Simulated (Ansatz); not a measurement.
# Dielectric function and optical constants of RbZnCl3 (model structure), part 2 of 2

Aim: the dielectric function of RbZnCl3 (model structure), and the optical constants that follow from it. The cell was made here by substitution or stacking, whether or not such a phase is known. It was built so: All Cd replaced by Zn and Cs replaced by Rb in the Pm-3m structure of CsCdCl3.

Ansatz 0.2.0; DFT, PBE, plane-wave PAW, default files, scalar-relativistic, independent-particle optical response without local fields.

So far. Step 3 (Ground state and bands): There is a gap, 1.39 eV on the path, so no carriers' term is needed. The cell is left with a pressure of 0.0 GPa after its relaxation.

## (4) Spectrum

With the density converged, the vertical transitions are summed over the zone.

This step: DFT, PBE, plane-wave PAW, default files, scalar-relativistic, independent-particle optical response without local fields (Ansatz 0.2.0).

The input, input.yaml:

```yaml
crystal:
  lattice:
    - [5.0076525969, 0.0, 0.0]
    - [0.0, 5.0076525969, 0.0]
    - [0.0, 0.0, 5.0076525969]
  atoms:
    - { symbol: Rb, position: [0.0, 0.0, 0.0] }
    - { symbol: Zn, position: [0.5, 0.5, 0.5] }
    - { symbol: Cl, position: [0.5, 0.5, 0.0] }
    - { symbol: Cl, position: [0.5, 0.0, 0.5] }
    - { symbol: Cl, position: [0.0, 0.5, 0.5] }
kpoints:
  mp_grid: { grid: [5, 5, 5] }
scf:
  occupations: { method: fixed }
hamiltonian:
  xc: pbe
  pseudopotentials: { kind: paw }
output:
  optics:
    e_range: [0, 40]
    de: 0.05
    sigma: 0.1
    nscf_kmesh: { grid: [6, 6, 6] }
    bands: auto
```

The run is started by

```
> ansatz run input.yaml --threads 2 --pin off --max-ram 5120MiB --backend cpu --events-out ev --progress --plain --runs-dir out
```

Numbers of over 12 decimals in the logs are rounded to 6 here.

The log of the run:

```text
[...]
Crystal: 5 atoms, lattice volume = 125.575 Å³
Basis set: ecut = 420 eV, 2517 PW (Γ)
Bands: 26, of which v1, the nominal top of the filled ones, is band 21 counted from 1 (20 counted from 0)
Symmetry: 48 space group operations
[...]
k-points: 10 of 125
[...]
SCF iter   1: F=—  HF=-9831.992844 eV  |F-HF|=—  |Δ(HF+E_count)|=         —  Δρ=3.88e-4  dr2=1.07e-4  ethr=1.77e-3  ⟨swp⟩=6.0  Hψ=1222  notcnv=0  defer=29
[...]
SCF iter   9: F=-9831.992665 eV  HF=-9831.992665 eV  |F-HF|=5.46e-12  |Δ(HF+E_count)|=  3.64e-11  Δρ=3.25e-8  dr2=2.32e-12  ethr=1.00e-12  ⟨swp⟩=9.5  Hψ=1068  notcnv=0
SCF 1 converged in 9 iterations: F = -9831.992665 eV  dr2 = 2.32e-12
[...]
output.optics: what the bands over the 101 summed would add to eps1, eps2 and the energy-loss function is held between a lower and an upper bound (6 Lanczos steps). eps1, eps2 and their loss function (loss_summed_bands) are given on every row as the summed bands alone make them. Along an axis, on a row where the two bounds hold the loss function to about 1 % of the greater of itself and 0.5 % of |1/eps|, its cell (loss_completed) is given, with the completed eps1 and eps2 that it is formed of (a cell that is left empty reads nan in the table and null in the record). The two bounds hold it so along every axis on 617 of the 762 rows up to 38.050 eV; [rest of the remark cut]
SCF converged after 9 iterations
Free energy (F): -9831.992665 eV
[...]
Internal energy: -9831.992665 eV  (E = F + TS)
E sigma→0 (E₀):  -9831.992665 eV
Fermi energy:    2.827962 eV
[...]
--- Band table (eV; the first three rows and the last of 10) ---
  k-point 0: bands = [... 17 lower, 2.1790, 2.4909, 2.4909, 2.4909, 4.2994, 8.7404, 9.8603, 9.8603, ... 1 higher]
  k-point 1: bands = [... 17 lower, 2.1199, 2.1199, 2.4176, 2.4176, 5.1760, 9.2559, 10.1982, 10.2926, ... 1 higher]
  k-point 2: bands = [... 17 lower, 2.0155, 2.0155, 2.3063, 2.3063, 6.7367, 10.3275, 10.9252, 11.1600, ... 1 higher]
  k-point 9: bands = [... 17 lower, 2.4512, 2.8181, 2.8181, 2.8280, 8.6652, 9.6703, 9.6703, 10.3807, ... 1 higher]
```

Elapsed: 32 s, on 2 threads of Intel Xeon Platinum 8488C (Sapphire Rapids), shared host; peak memory 1 GiB.

Numbers from this step:

```
electronic dielectric constant ε∞, mean over x, y and z (by symmetry where fewer were run)                                                          : 3.886
absorption onset, first axis (α over 10⁴ cm⁻¹, or the direct gap if that lies higher)                                                               : 1.846 eV
main peak of Im epsilon, first axis                                                                                                                 : 9.337 eV
centre of weight of the strongest loss peak in the window                                                                                           : 22.27 eV
photocurrent from vertical transitions in a film 500 nm thick on a perfect mirror (two passes), AM1.5G, no front reflection, all carriers collected : 17.83 mA/cm²
least direct gap on the mesh                                                                                                                        : 1.809 eV
bands summed                                                                                                                                        : 101
spectra valid up to                                                                                                                                 : 38.05 eV
program's estimate of the k-sum error in Im epsilon                                                                                                 : 0.06 %
electrons in the f-sum                                                                                                                              : 29.65
```

The Im ε, any direction has structure finer than the step of the table below, so its rows give means over 1 eV, whole bins alone (the curve runs from 0 to 30.8 eV). Peaks (eV: height): 5.6: 2.84, 9.3: 5.15, 11.9: 3.72, 17.5: 2.19.

Table of Im ε, any direction by photon energy; means over each step:

photon energy (eV), Im ε, any direction and a bar:
```
        1       0.00 
        2       0.39 ###
        3       0.73 #####
        4       0.87 ######
        5       2.20 ###############
        6       2.47 #################
        7       2.44 #################
        8       3.51 ########################
        9       4.40 ##############################
       10       3.38 #######################
       11       2.60 ##################
       12       3.23 ######################
       13       1.93 #############
       14       1.35 #########
       15       1.35 #########
       16       1.70 ############
       17       2.01 ##############
       18       1.70 ############
       19       1.11 ########
       20       0.92 ######
       21       0.49 ###
       22       0.40 ###
       23       0.29 ##
       24       0.30 ##
       25       0.33 ##
       26       0.20 #
       27       0.19 #
       28       0.12 #
       29       0.10 #
       30       0.11 #
```

The Re ε, any direction by photon energy:

```csv
photon energy (eV),"Re ε, any direction"
0,3.89
1,3.99
2,4.49
3,4.18
4,4.45
5,4.86
6,3.35
7,3.57
8,3.71
9,2.45
10,0.964
11,0.721
12,0.419
13,-0.195
14,0.390
15,0.456
16,0.928
17,0.275
18,0.115
19,-0.620
20,-0.306
21,-0.133
22,0.0516
23,0.189
24,0.294
25,0.368
26,0.342
27,0.400
28,0.460
29,0.541
30,0.578
```

The refractive index n and extinction k by photon energy:

```csv
photon energy (eV),n,k
0,1.97,0
1,2.00,0
2,2.12,0.117
3,2.05,0.178
4,2.12,0.198
5,2.26,0.509
6,1.94,0.633
7,1.99,0.614
8,2.10,0.840
9,1.90,1.08
10,1.53,1.18
11,1.35,1.05
12,1.43,1.28
13,0.943,1.04
14,0.924,0.681
15,0.973,0.700
16,1.20,0.713
17,1.04,0.897
18,0.905,0.839
19,0.509,0.938
20,0.625,0.835
21,0.446,0.577
22,0.510,0.456
23,0.515,0.277
24,0.604,0.266
25,0.654,0.246
26,0.600,0.135
27,0.648,0.140
28,0.684,0.0852
29,0.739,0.0652
30,0.764,0.0691
```

The loss function −Im 1/ε at q → 0, any direction has structure finer than the step of the table below, so its rows give means over 1 eV, whole bins alone (the curve runs from 0 to 30.8 eV). Peaks (eV: height): 21.6: 2.66, 22.4: 3.19, 25.5: 1.88, 26.8: 1.14.

Table of loss function −Im 1/ε at q → 0, any direction by energy loss; means over each step:

```csv
energy loss (eV),"loss function −Im 1/ε at q → 0, any direction"
1,0
2,0.0198
3,0.0402
4,0.0409
5,0.0793
6,0.132
7,0.125
8,0.133
9,0.175
10,0.288
11,0.344
12,0.289
13,0.519
14,0.688
15,0.625
16,0.457
17,0.480
18,0.585
19,0.831
20,0.978
21,1.89
22,2.52
23,2.39
24,1.53
25,1.48
26,1.29
27,0.893
28,0.545
29,0.324
30,0.292
```

The reflectivity at normal incidence, any direction has structure finer than the step of the table below, so its rows give means over 1 eV, whole bins alone (the curve runs from 0 to 30.8 eV). Peaks (eV: height): 5.2: 17.1, 9.5: 27.3, 12.3: 30.1, 17.7: 26.1, 18.9: 35.7, 20.4: 35.2, 22.3: 22.8.

Table of reflectivity at normal incidence, any direction by photon energy; means over each step:

```csv
photon energy (eV),"reflectivity at normal incidence, any direction (%)"
1,11.1
2,12.6
3,12.3
4,13.5
5,16.7
6,14.6
7,14.8
8,18.6
9,22.3
10,21.7
11,16.4
12,23.6
13,22.0
14,13.1
15,10.1
16,10.3
17,16.3
18,21.4
19,29.1
20,25.8
21,27.5
22,19.8
23,13.2
24,7.60
25,7.29
26,7.20
27,4.83
28,3.82
29,2.41
30,1.80
```

At chosen wavelengths:

```csv
wavelength (nm),n,k,R (%),1/α
1550,1.99,0.000,10.9,over 1 mm
1064,2.01,0.000,11.2,over 1 mm
633,2.13,0.102,13.1,492 nm
450,2.05,0.174,12.2,206 nm
405,2.05,0.179,12.2,180 nm
308,2.12,0.199,13.3,123 nm
193,2.00,0.539,13.9,28 nm
```

Rows near the edge hang on the gap, which this functional as a rule makes too small, and phonon-assisted absorption is left out.

A film 1 µm thick would pass 3 % of daylight and look red, dark in transmission (x = 0.538, y = 0.381). A larger true gap would move the edge to shorter wavelengths and change the colour.

The f-sum over the summed bands holds 29.7 of the cell's 42 electrons outside the frozen cores, 8 of which lie in bands more than 12 eV below the Fermi level, whose transitions come at higher energies. Up to 31 eV the strength has a mean oscillator energy of 10.3 eV, close to the main peak.

## (5) Static response with local fields

Perturbation theory gives the static response with local fields and the functional's kernel, and it needs no empty bands.

This step: DFT, PBE, plane-wave PAW, default files, scalar-relativistic, static field response by perturbation theory with local fields (Ansatz 0.2.0).

input.yaml, as its differences from that of step 4:

```diff
@@ -18,8 +18,2 @@
   pseudopotentials: { kind: paw }
-output:
-  optics:
-    e_range: [0, 40]
-    de: 0.05
-    sigma: 0.1
-    nscf_kmesh: { grid: [6, 6, 6] }
-    bands: auto
+dielectric: {}
```

The log of the run:

```text
[...]
Crystal: 5 atoms, lattice volume = 125.575 Å³
Basis set: ecut = 420 eV, 2517 PW (Γ), exchange–correlation on 72×72×72 points (8 copies of the dense FFT grid, shifted against one another)
Bands: 26, of which v1, the nominal top of the filled ones, is band 21 counted from 1 (20 counted from 0)
Symmetry: 48 space group operations
k-points: 18 of 125 (irreducible under 8 space group operations, time reversal used)
[...]
SCF iter   1: F=—  HF=-9831.992763 eV  |F-HF|=—  |Δ(HF+E_count)|=         —  Δρ=3.89e-4  dr2=1.09e-4  ethr=1.77e-3  ⟨swp⟩=6.1  Hψ=2242  notcnv=0  defer=49
[...]
SCF iter   8: F=-9831.992581 eV  HF=-9831.992581 eV  |F-HF|=3.46e-11  |Δ(HF+E_count)|=  1.47e-10  Δρ=1.26e-7  dr2=3.28e-11  ethr=1.00e-12  ⟨swp⟩=8.0  Hψ=2165  notcnv=0
SCF 1 converged in 8 iterations: F = -9831.992581 eV  dr2 = 3.28e-11
[...]
DFPT response loops at Γ: preconditioner auto → Resta (q_TF=auto, 2.273 Å⁻¹)  ε∞=6.4 (no band partly filled); β = 1.00, the filter's whole step (`scf.mixing.beta` (0.50) is not read by the response loops at its default; to damp them type it under 1.00, their step now; it binds the ground state too); Broyden in place of MSR1
── the response to a field inside a basis, on 6×6×6 k-points: an SCF that follows is theirs, and a resumed run solves both again ──
Bands: 22, of which v1, the nominal top of the filled ones, is band 21 counted from 1 (20 counted from 0)
k-points: 10 of 216
[...]
Eigensolver: Dense (10 Hₖ)
SCF iter   1: F=—  HF=-9831.980898 eV  |F-HF|=—  |Δ(HF+E_count)|=         —  Δρ=1.68e-4  dr2=9.86e-6  ethr=1.00e-1
[...]
SCF iter   4: F=-9831.980904 eV  HF=-9831.980904 eV  |F-HF|=3.89e-8  |Δ(HF+E_count)|=   1.67e-6  Δρ=4.98e-6  dr2=1.84e-8  ethr=1.70e-9
SCF 1 converged in 4 iterations: F = -9831.980904 eV  dr2 = 1.84e-8
[...]
SCF converged after 8 iterations
Free energy (F): -9831.992581 eV
[...]
Internal energy: -9831.992581 eV  (E = F + TS)
E sigma→0 (E₀):  -9831.992581 eV
Fermi energy:    2.827938 eV
[...]
--- Band table (eV; the first three rows and the last of 18) ---
  k-point 0: bands = [... 17 lower, 2.1790, 2.4909, 2.4909, 2.4909, 4.2994, 8.7403, 9.8601, 9.8601, ... 1 higher]
  k-point 1: bands = [... 17 lower, 2.1199, 2.1199, 2.4175, 2.4175, 5.1760, 9.2558, 10.1980, 10.2925, ... 1 higher]
  k-point 2: bands = [... 17 lower, 2.0155, 2.0155, 2.3063, 2.3063, 6.7367, 10.3274, 10.9251, 11.1599, ... 1 higher]
  k-point 17: bands = [... 17 lower, 2.4512, 2.8180, 2.8180, 2.8279, 8.6651, 9.6703, 9.6703, 10.3806, ... 1 higher]
--- Dielectric response (ions clamped): 3 representative field directions + reference, inside a basis on a mesh of 216 k-points (Σ response iterations 12) ---
  ε∞ (high-frequency dielectric tensor):
        3.625222     0.000000    -0.000000
        0.000000     3.625222     0.000000
       -0.000000     0.000000     3.625222
  Born effective charges Z* (e; rows j = field, columns β = displacement):
    site 0:
         1.28131   -0.00000   -0.00000
         0.00000    1.28131    0.00000
         0.00000    0.00000    1.28131
    site 1:
         2.90644    0.00000   -0.00000
         0.00000    2.90644    0.00000
        -0.00000    0.00000    2.90644
    site 2:
        -0.83122    0.00000   -0.00000
        -0.00000   -0.83122    0.00000
         0.00000    0.00000   -2.52531
    site 3:
        -0.83122    0.00000   -0.00000
         0.00000   -2.52531    0.00000
         0.00000    0.00000   -0.83122
    site 4:
        -2.52531   -0.00000    0.00000
        -0.00000   -0.83122    0.00000
        -0.00000    0.00000   -0.83122
  Z* charge neutrality: 9.943e-4 e pre-enforcement
  solved inside a basis spanned on kpoints, on 6×6×6 k-points, its susceptibility summed on 10×10×10: ε∞ is read to err by 1.0e-2, Z* by 1.3e-2 e (field_mesh: kpoints solves on kpoints); Z* is corrected for what the basis lacks
```

Wall time 17 s (2 threads); peak memory 0.69 GiB; 33 s of CPU time.

This step gave:

```
electronic dielectric constant ε∞, mean over x, y and z (by symmetry where fewer were run) : 3.625
```

ε∞ with local fields:

```
3.63 0.00 0.00
0.00 3.63 0.00
0.00 0.00 3.63
```

Diagonal elements. Born, by row:

```csv
atom,Z*xx (e),Z*yy (e),Z*zz (e)
Rb1,1.281,1.281,1.281
Zn2,2.906,2.906,2.906
Cl3,-0.831,-0.831,-2.525
Cl4,-0.831,-2.525,-0.831
Cl5,-2.525,-0.831,-0.831
```

Mean Born charges are Rb +1.28, Zn +2.91 and Cl -1.40, against formal valences of +1, +2 and -1. That of Zn exceeds its valence by 45 %, the mark of charge moving along hybridised bonds as the atoms shift.

## (6) Results

```json
{
 "gap on the path": "1.39 eV",
 "least direct gap on the path": "1.81 eV",
 "electronic dielectric constant ε∞, mean over x, y and z (by symmetry where fewer were run) (independent particles)": "3.89",
 "absorption onset, first axis (α over 10⁴ cm⁻¹, or the direct gap if that lies higher)": "1.85 eV",
 "main peak of Im epsilon, first axis": "9.34 eV",
 "centre of weight of the strongest loss peak in the window, first axis": "22.3 eV",
 "photocurrent from vertical transitions in a film 500 nm thick on a perfect mirror (two passes), AM1.5G, no front reflection, all carriers collected": "17.8 mA/cm²",
 "electronic dielectric constant ε∞, mean over x, y and z (by symmetry where fewer were run) (static response with local fields)": "3.63"
}
```

**Reading.** At this level (PBE, independent particles) RbZnCl3 has ε∞ = 3.89 (3.63 with local fields) and n = 1.99 at 1550 nm; absorption sets in near 1.8 eV, and Im ε peaks at 9.3 eV. The cell grew by 7.4 % in volume. The gap is indirect (1.39 eV), so absorption without phonons can begin only at the direct gap of 1.81 eV. The absorption coefficient passes 10⁴ cm⁻¹ at 1.85 eV, inside the visible range. The strongest loss structure up to 31 eV has its centre of weight at 22.3 eV; a free-electron gas of the 29.7 electrons in the f-sum would put its plasmon at 18.0 eV. Distinct maxima of Im ε, read by a parabola through the highest points, lie at 8.46 eV (4.4), 9.34 eV (5.2), 10.06 eV (3.7) and 11.89 eV (3.7). The f-sum over the summed bands holds 29.7 of the cell's 42 electrons outside the frozen cores, 8 of which lie in bands more than 12 eV below the Fermi level, whose transitions come at higher energies. Up to 31 eV the strength has a mean oscillator energy of 10.3 eV, close to the main peak. A film 1 µm thick would pass 3 % of daylight and look red, dark in transmission (x = 0.538, y = 0.381). A larger true gap would move the edge to shorter wavelengths and change the colour. In the base spectrum excitons and phonon-assisted transitions are missing, and so are local fields; PBE gaps are as a rule too small, which pulls the onset down and ε∞ up. In the base run ε includes the program's bounded estimate of what the bands above those summed add.

[Logs are printed without paths, hosts, clocks, repeated set-up lines and the standing remarks that a program may print on its own settings, such as how far it seeks lower states.]

[Hosts, paths, dates, database ids (printed as entryN), source tags and the programs' standing remarks are cut or masked in the printed files.]
